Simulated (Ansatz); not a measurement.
# The puckered PAs bilayer (AB) between two gates, part 3 of 3

Aim: screening and gap of the neutral puckered PAs bilayer (AB) between oppositely charged gates.

Ansatz 0.2.0; plane-wave DFT, PBE-D3(BJ), Ansatz PAW.

So far, gap, the smaller of path and mesh (eV): step 3 (gated layer, displacement field 0, start network) 0.339; step 4 (displacement field 0.905 V/nm) 0.336; step 5 (displacement field 1.81 V/nm) 0.328; step 6 (displacement field 2.71 V/nm) 0.315.

## 7. Gated layer, displacement field 3.62 V/nm

Contents of input.yaml:

```yaml
crystal:
  lattice:
    - [4.2735511435, 0.0, 0.0]
    - [0.0, 3.538840831, 0.0]
    - [0.0, 0.0, 45.6727588107]
  atoms:
    - { symbol: P, position: [0.0660404991, 0.0, 0.419231157] }
    - { symbol: As, position: [0.4355051575, 0.5, 0.414908153] }
    - { symbol: As, position: [0.9342444757, 0.0, 0.4695352018] }
    - { symbol: P, position: [0.5642098678, 0.5, 0.4652929062] }
    - { symbol: P, position: [0.0642098678, 0.5, 0.5347070938] }
    - { symbol: As, position: [0.4342444757, 0.0, 0.5304647982] }
    - { symbol: As, position: [0.9355051575, 0.5, 0.585091847] }
    - { symbol: P, position: [0.5660404991, 0.0, 0.580768843] }
  periodic: [true, true, false]
  symmetry: { detect: true }
kpoints:
  mp_grid: { grid: [16, 20, 1] }
  band_path:
    path:
      - [0, 0, 0]
      - [0.5, 0, 0]
      - [0.5, 0.5, 0]
      - [0, 0, 0]
      - [0, 0.5, 0]
      - [0.5, 0.5, 0]
    npoints: 16
hamiltonian:
  xc: pbe
  dispersion: d3bj
scf:
  occupations: { method: fermi_dirac, width: 0.02585 }
  convergence: { dr2_threshold: 1.0e-10 }
output:
  forces: true
  eigenvalues: true
  dos: { projected: true, e_range: [-3, 3], de: 0.01 }
  write_potential: true
  write_density: true
  volumetric_format: npy
  elf: true
external_charges:
  - { charge: 0, barrier: 10, axis: 3, height: 30.223, sigma: 0.25 }
  - { charge: -0.030247, axis: 3, height: 31.723, sigma: 0.5 }
  - { charge: 0, barrier: 10, axis: 3, height: 15.45, sigma: 0.25 }
  - { charge: 0.030247, axis: 3, height: 13.95, sigma: 0.5 }
```

Started as:

```sh
> ansatz run input.yaml --threads 4 --pin off --max-ram 8192MiB --backend cpu --events-out ev --progress --plain --runs-dir out
```

Numbers of over 12 decimals in the logs are rounded to 6 here.

Log:

```text
[...]
Crystal: 8 atoms, lattice volume = 690.728 Å³
Basis set: ecut = 420 eV, 13465 PW (Γ), exchange–correlation on 60×48×640 points (8 copies of the dense FFT grid, shifted against one another)
Bands: 48, of which v1, the nominal top of the filled ones, is band 40 counted from 1 (39 counted from 0)
Symmetry: 2 space group operations
k-points: 99 of 320 (time reversal used)
[...]
--- Band table (eV; the first three rows and the last of 99) ---
  k-point 0: bands = [... 36 lower, -6.3643, -6.0327, -4.9658, -4.5835, -3.8658, -3.0416, -2.9389, -2.6597, ... 4 higher]
  k-point 1: bands = [... 36 lower, -6.4038, -6.1598, -4.9519, -4.5843, -3.8630, -2.9770, -2.7606, -2.4999, ... 4 higher]
  k-point 2: bands = [... 36 lower, -6.4609, -6.3190, -4.9489, -4.6129, -3.8540, -2.8833, -2.2402, -2.0125, ... 4 higher]
  k-point 98: bands = [... 36 lower, -6.4124, -6.3579, -6.2652, -6.2256, -2.1219, -2.0976, -1.9647, -1.9612, ... 4 higher]
[key lines of the parts left out:]
SCF converged after 15 iterations
Free energy (F): -22449.195560 eV
Fermi energy:    -4.067179 eV
```

Elapsed: 99 s, on 4 threads of AMD EPYC 9R14 (Zen 4), shared host; peak memory 3 GiB.

Running mean over a fixed 2.7 Å (it still follows the layers) of the planar mean; beyond a gate it holds the 10 eV model barrier. The electron's electrostatic potential energy less the Fermi level by z:

```
z (Å)  electron's electrostatic potential energy less the Fermi level (eV)
    4                                                                 12.6
    5                                                                 12.6
    6                                                                 12.6
    7                                                                 12.6
    8                                                                 12.6
    9                                                                 12.6
   10                                                                 12.6
   11                                                                 12.6
   12                                                                 12.6
   13                                                                 12.7
   14                                                                 12.6
   15                                                                 9.68
   16                                                                 6.28
   17                                                                 2.79
   18                                                                -1.49
   19                                                                -4.16
   20                                                                -6.37
   21                                                                -4.95
   22                                                                -3.53
   23                                                                -2.27
   24                                                                -3.87
   25                                                                -5.72
   26                                                                -5.54
   27                                                                -3.52
   28                                                                0.636
   29                                                                 4.83
   30                                                                 9.05
   31                                                                 13.1
   32                                                                 15.4
   33                                                                 15.5
   34                                                                 15.5
   35                                                                 15.5
   36                                                                 15.5
   37                                                                 15.5
   38                                                                 15.5
   39                                                                 15.5
   40                                                                 15.5
   41                                                                 15.5
```

The gap, the smaller of path and mesh, is 0.299 eV.

## 8. Gated layer, displacement field -1.81 V/nm

Edit input.yaml of step 7 so:

```diff
@@ -43,4 +43,4 @@
   - { charge: 0, barrier: 10, axis: 3, height: 30.223, sigma: 0.25 }
-  - { charge: -0.030247, axis: 3, height: 31.723, sigma: 0.5 }
+  - { charge: 0.015123, axis: 3, height: 31.723, sigma: 0.5 }
   - { charge: 0, barrier: 10, axis: 3, height: 15.45, sigma: 0.25 }
-  - { charge: 0.030247, axis: 3, height: 13.95, sigma: 0.5 }
+  - { charge: -0.015123, axis: 3, height: 13.95, sigma: 0.5 }
```

Log:

```text
[...]
Crystal: 8 atoms, lattice volume = 690.728 Å³
Basis set: ecut = 420 eV, 13465 PW (Γ), exchange–correlation on 60×48×640 points (8 copies of the dense FFT grid, shifted against one another)
Bands: 48, of which v1, the nominal top of the filled ones, is band 40 counted from 1 (39 counted from 0)
Symmetry: 2 space group operations
k-points: 99 of 320 (time reversal used)
[...]
--- Band table (eV; the first three rows and the last of 99) ---
  k-point 0: bands = [... 36 lower, -6.3476, -6.0373, -4.9522, -4.5822, -3.8559, -3.0303, -2.9329, -2.6623, ... 4 higher]
  k-point 1: bands = [... 36 lower, -6.4047, -6.1667, -4.9380, -4.5837, -3.8528, -2.9730, -2.7451, -2.5047, ... 4 higher]
  k-point 2: bands = [... 36 lower, -6.4664, -6.3304, -4.9340, -4.6145, -3.8431, -2.8813, -2.2196, -2.0200, ... 4 higher]
  k-point 98: bands = [... 36 lower, -6.3697, -6.3189, -6.2959, -6.2525, -2.0759, -2.0568, -1.9971, -1.9883, ... 4 higher]
[key lines of the parts left out:]
SCF converged after 17 iterations
Free energy (F): -22449.225959 eV
Fermi energy:    -4.067345 eV
```

It took 100 s on 4 threads; peak memory 3 GiB; 6.6 min of CPU time.

The gap, the smaller of path and mesh, is 0.328 eV.

## 9. The series together

This step: plane-wave DFT, PBE-D3(BJ), Ansatz PAW; response to a displacement field between two gates (Ansatz 0.2.0).

The potential behind each gate is read from every run and counted from the uncharged case.

This step gave:

```yaml
electrostatic_distance_between_the_gates: 7.969 Å
geometric_distance_between_the_gates: 17.77 Å
```

Electron's potential behind the upper gate less behind the lower, less the value without field. Table of step of the electron's potential energy between the gates by displacement field D/eps0:

```csv
displacement field D/eps0 (V/nm),step of the electron's potential energy between the gates (eV)
-1.81,-1.44
0.00,0
0.90,0.721
1.81,1.44
2.71,2.16
3.62,2.88
```

The smaller of the gaps on the path and on the k-mesh, counted as 0 under 0.03 eV. The gap by displacement field D/eps0:

```
displacement field D/eps0 (V/nm)  gap (eV)
                           -1.81     0.328
                            0.00     0.339
                            0.90     0.336
                            1.81     0.328
                            2.71     0.315
                            3.62     0.299
```

By hand: 3.62 V/nm over the 17.77 Å between the sheets would give 6.43 V in vacuum; the run has 2.88 V, as over 7.97 Å.

## 10. Varying the input

This step: plane-wave DFT, PBE-D3(BJ), Ansatz PAW (Ansatz 0.2.0).

A run with a changed input: it repeats the earlier run at 0.905 V/nm with scf.n_extra_bands to 2, crystal.symmetry from detect: true to detect: false and kpoints.mp_grid.grid from [16, 20, 1] to [13, 16, 1].

Edit input.yaml of step 8 so:

```diff
@@ -15,5 +15,5 @@
   periodic: [true, true, false]
-  symmetry: { detect: true }
+  symmetry: { detect: false }
 kpoints:
-  mp_grid: { grid: [16, 20, 1] }
+  mp_grid: { grid: [13, 16, 1] }
   band_path:
@@ -33,2 +33,3 @@
   convergence: { dr2_threshold: 1.0e-10 }
+  n_extra_bands: 2
 output:
@@ -36,3 +37,2 @@
   eigenvalues: true
-  dos: { projected: true, e_range: [-3, 3], de: 0.01 }
   write_potential: true
@@ -40,7 +40,6 @@
   volumetric_format: npy
-  elf: true
 external_charges:
   - { charge: 0, barrier: 10, axis: 3, height: 30.223, sigma: 0.25 }
-  - { charge: 0.015123, axis: 3, height: 31.723, sigma: 0.5 }
+  - { charge: -0.007562, axis: 3, height: 31.723, sigma: 0.5 }
   - { charge: 0, barrier: 10, axis: 3, height: 15.45, sigma: 0.25 }
-  - { charge: -0.015123, axis: 3, height: 13.95, sigma: 0.5 }
+  - { charge: 0.007562, axis: 3, height: 13.95, sigma: 0.5 }
```

Log:

```text
[...]
Crystal: 8 atoms, lattice volume = 690.728 Å³
Basis set: ecut = 420 eV, 13465 PW (Γ), exchange–correlation on 60×48×640 points (8 copies of the dense FFT grid, shifted against one another)
Bands: 42, of which v1, the nominal top of the filled ones, is band 40 counted from 1 (39 counted from 0)
Symmetry: 1 space group operations
k-points: 105 of 208 (time reversal used)
[...]
SCF iter  16: F=-22449.233604 eV  HF=-22449.233604 eV  |F-HF|=2.91e-11  |Δ(HF+E_count)|=  5.09e-11  Δρ=4.05e-8  dr2=2.72e-11  ethr=1.00e-12  ⟨swp⟩=13.4  Hψ=34721  notcnv=0
SCF 1 converged in 16 iterations: F = -22449.233604 eV  dr2 = 2.72e-11
[...]
SCF converged after 16 iterations
Free energy (F): -22449.233604 eV
[...]
Internal energy: -22449.233594 eV  (E = F + TS)
E sigma→0 (E₀):  -22449.233599 eV
Entropy (-TS):   -0.000010 eV (-0.001 meV/atom)
Fermi energy:    -4.066799 eV
[...]
--- Forces (eV/Å), atoms and charges each counted from 1 ---
  atom   1  P     -0.00150820     0.00000000    -0.00434160
  atom   2  As    -0.00032794    -0.00000000     0.01291586
  atom   3  As     0.00243079    -0.00000000     0.00286258
  atom   4  P     -0.00254940     0.00000000    -0.00233657
  atom   5  P     -0.00183488    -0.00000000    -0.00037847
  atom   6  As     0.00037145     0.00000000     0.00732685
  atom   7  As     0.00815819    -0.00000000    -0.00623335
  atom   8  P     -0.00473972    -0.00000000    -0.00857635
  external charge   1     0.00000000     0.00000000     0.01032684
  external charge   2     0.00000000     0.00000000    -0.00034234
  external charge   3     0.00000000     0.00000000    -0.01156498
  external charge   4     0.00000000     0.00000000     0.00034182
  max |Σ_I F_I| component, the external charges' with the atoms': 2.92e-7 eV/Å
--- Band table (eV; the first three rows and the last of 105) ---
  k-point 0: bands = [... 36 lower, -6.3434, -6.0386, -4.9488, -4.5820, -3.8535, -3.0276]
  k-point 1: bands = [... 36 lower, -6.4118, -6.2301, -4.9303, -4.5867, -3.8489, -2.9496]
  k-point 2: bands = [... 36 lower, -6.4436, -6.3048, -4.9452, -4.6589, -3.8256, -2.8375]
  k-point 104: bands = [... 36 lower, -5.2679, -5.0980, -4.7631, -4.6738, -3.0170, -2.8707]
```

Run time: 93 s. Hardware: 4 threads; peak memory 2.5 GiB; 6.1 min of CPU time.

```
                                                                                quantity  this run  earlier run  difference
                                                                 gap along the path (eV)    0.3404       0.3404      1.0e-6
                                                 smallest direct gap along the path (eV)    0.7285       0.7285     -5.0e-6
potential beyond the upper barrier and gate, less the barrier, from the Fermi level (eV)     4.427        4.429     -0.0011
```

Nothing in the table moves by 0.01 in its unit. The run took 16 SCF cycles against 17.

The change did no harm here.

## 11. The same run with other settings

An input spoilt on purpose, to show how the run answers: it repeats the earlier run at 0.905 V/nm with crystal.atoms[0].symbol from P to Px, and scf.max_iter set to 80.

Edit input.yaml of step 10 so:

```diff
@@ -6,3 +6,3 @@
   atoms:
-    - { symbol: P, position: [0.0660404991, 0.0, 0.419231157] }
+    - { symbol: Px, position: [0.0660404991, 0.0, 0.419231157] }
     - { symbol: As, position: [0.4355051575, 0.5, 0.414908153] }
@@ -15,5 +15,5 @@
   periodic: [true, true, false]
-  symmetry: { detect: false }
+  symmetry: { detect: true }
 kpoints:
-  mp_grid: { grid: [13, 16, 1] }
+  mp_grid: { grid: [16, 20, 1] }
   band_path:
@@ -33,3 +33,3 @@
   convergence: { dr2_threshold: 1.0e-10 }
-  n_extra_bands: 2
+  max_iter: 80
 output:
```

Log:

```text
Error: YAML parse error: error: line 7 column 17: `Px` is not an element symbol (H … Og, case-exact)
 --> <input>:7:17
  |
5 |     - [0.0, 0.0, 45.6727588107]
6 |   atoms:
7 |     - { symbol: Px, position: [0.0660404991, 0.0, 0.419231157] }
  |                 ^ `Px` is not an element symbol (H … Og, case-exact)
8 |     - { symbol: As, position: [0.4355051575, 0.5, 0.414908153] }
9 |     - { symbol: As, position: [0.9342444757, 0.0, 0.4695352018] }
  |
```

The job ended after 0.03 s (4 threads; peak memory 0.027 GiB).

The program refused the input before any cycle.

The program's message: “Error: YAML parse error: error: line 7 column 17: `Px` is not an element symbol (H … Og, case-exact)”

The fault put into the input: an unknown element.

## 12. Results

```yaml
gap_with_uncharged_gates: 0.339 eV
electrostatic_distance_between_the_gates: 7.97 Å
geometric_distance_between_the_gates: 17.8 Å
gap_at_3p62_v_nm: 0.299 eV
```

What this shows: The gap goes from 0.34 to 0.30 eV at 3.6 V/nm. The layers screen the field: the voltage is that of a vacuum gap 9.8 Å narrower than the real distance. The gates are charged sheets behind model barriers, not atoms. Gaps are the smaller of those on the path and on the mesh; band edges between these points would make them smaller still. Spin-orbit coupling is left out.

[Logs are printed without paths, hosts, clocks, repeated set-up lines and the standing remarks that a program may print on its own settings, such as how far it seeks lower states.]

[Hosts, paths, dates, database ids (printed as entryN), source tags and the programs' standing remarks are cut or masked in the printed files.]

[Maps of the electrostatic potential energy from Ansatz leave out the sawtooth potential of an applied field or a dipole correction, so their vacuum need not be flat; planar profiles and work functions include it.]
